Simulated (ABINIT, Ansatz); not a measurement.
An input for ABINIT 10.8.3 (Cs2H6Pt (Fm-3m)):

```
acell 3*1.0 Angstrom
rprim 
  0.000000000000 4.486174700000 4.486174700000
  4.486174700000 0.000000000000 4.486174700000
  4.486174700000 4.486174700000 0.000000000000
ntypat 3
znucl 55 1 78
natom 9
typat 1 1 2 2 2 2 2 2 3
xred 
  0.750000000000 0.750000000000 0.750000000000
  0.250000000000 0.250000000000 0.250000000000
  0.816861770000 0.816861770000 0.183138230000
  0.183138230000 0.816861770000 0.183138230000
  0.816861770000 0.183138230000 0.183138230000
  0.183138230000 0.183138230000 0.816861770000
  0.816861770000 0.183138230000 0.816861770000
  0.183138230000 0.816861770000 0.816861770000
  0.000000000000 0.000000000000 0.000000000000
pp_dirpath "pseudos"
pseudos "Cs.upf, H.upf, Pt.upf"
ecut 34
iscf -2
irdden 1
kptopt 0
nkpt 26
kpt 
  0.00000000 0.00000000 0.00000000
  0.12500000 0.00000000 0.12500000
  0.25000000 0.00000000 0.25000000
  0.37500000 0.00000000 0.37500000
  0.50000000 0.00000000 0.50000000
  0.53125000 0.06250000 0.53125000
  0.56250000 0.12500000 0.56250000
  0.59375000 0.18750000 0.59375000
  0.62500000 0.25000000 0.62500000
  0.37500000 0.37500000 0.75000000
  0.28125000 0.28125000 0.56250000
  0.18750000 0.18750000 0.37500000
  0.09375000 0.09375000 0.18750000
  0.00000000 0.00000000 0.00000000
  0.12500000 0.12500000 0.12500000
  0.25000000 0.25000000 0.25000000
  0.37500000 0.37500000 0.37500000
  0.50000000 0.50000000 0.50000000
  0.50000000 0.43750000 0.56250000
  0.50000000 0.37500000 0.62500000
  0.50000000 0.31250000 0.68750000
  0.50000000 0.25000000 0.75000000
  0.50000000 0.18750000 0.68750000
  0.50000000 0.12500000 0.62500000
  0.50000000 0.06250000 0.56250000
  0.50000000 0.00000000 0.50000000
istwfk *1
nband 28
nbdbuf 2
tolwfr 1e-08
nstep 40
prtwf 0
prtvol 0
indata_prefix "in"
outdata_prefix "out"
tmpdata_prefix "tmp"
```

```sh
OMP_NUM_THREADS=1 mpirun -n 4 abinit run.abi > log
```

Question: How long will it take on 4 MPI ranks of Intel Xeon Platinum 8488C (Sapphire Rapids), shared host, and how much memory?

It took 79 s; on shared hardware allow 39 s to 2.6 min. Peak host memory was 0.52 GiB.

[Paths, hosts, dates, memory and timing lines, banners, echoed tables and standing remarks are left out of the program output.]

[Logs are printed without paths, hosts, clocks, repeated set-up lines and the standing remarks that a program may print on its own settings, such as how far it seeks lower states.]

[Runs of the session that timed out or met a known fault of the program may be left out.]

[Hosts, paths, dates, database ids (printed as entryN), source tags and the programs' standing remarks are cut or masked in the printed files.]

[G0W0 gaps are taken among the corrected bands and points alone; a level outside them can change the order at an edge.]

[Where Ansatz stands beside ABINIT at settings called matched, ABINIT's density can come from a denser mesh and the files from another edition; pairs whose starting gaps differed by over 0.03 eV were left out, so agreement reads better than it is.]
